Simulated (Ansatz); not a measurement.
# GdPd3: which shell does photoemission see at 21.2 and 150 eV? (LDA)

The valence band of GdPd3 mixes several shells. Work out by hand which one leads the spectrum's area at each photon energy.

Filled states come from the projected DOS of Ansatz 0.2.0 (LDA+U, plane waves); cross sections σ and asymmetry parameters β are those of free atoms in a Dirac–Hartree–Slater calculation. A shell's area is states × σ × angular factor, which is 1 − β·P₂(cos θ)/2 for unpolarised light, with θ = 90° from the beam and P₂ = -0.500.

**At 21.2 eV** (states counted from 11.2 eV below the zero; other shells add 0.13 to the products' sum of 88.2):

| shell | filled states a cell | cross section (Mb an electron) | β | angular factor | product | share by hand (%) | share in the simulated spectrum (%) |
| --- | --- | --- | --- | --- | --- | --- | --- |
| Gd 5d | 2.61 | 3.8 | 0.61 | 1.15 | 11.5 | 13 | 13 |
| Gd 4f | 7.05 | 0.0927 | 1.39 | 1.35 | 0.881 | 1 | 1 |
| Pd 4d | 28.05 | 2.72 | -0.03 | 0.99 | 75.7 | 86 | 86 |

**At 150 eV** (states counted from 23.4 eV below the zero; other shells add 0.21 to the products' sum of 6.28):

| shell | filled states a cell | cross section (Mb an electron) | β | angular factor | product | share by hand (%) | share in the simulated spectrum (%) |
| --- | --- | --- | --- | --- | --- | --- | --- |
| Gd 5d | 2.63 | 0.00564 | -0.40 | 0.90 | 0.0134 | 0 | 0 |
| Gd 4f | 7.05 | 0.655 | 0.40 | 1.10 | 5.08 | 81 | 81 |
| Pd 4d | 28.14 | 0.037 | -0.27 | 0.93 | 0.972 | 15 | 16 |

Pd 4d leads at 21.2 eV and Gd 4f at 150 eV. Between the two energies σ of Pd 4d changes by a factor 0.014 and that of Gd 4f by 7.1, so their ratio moves 519-fold in favour of the second. The simulated spectrum uses the same rule on the energy-resolved DOS, so the two share columns agree within a few points.

Only crystals where the two columns agree within 4 points and the lead is clear are worked in this form. Free-atom cross sections ignore the solid's final states, no escape depth or background enters, and the count of states a shell hangs on the projection.
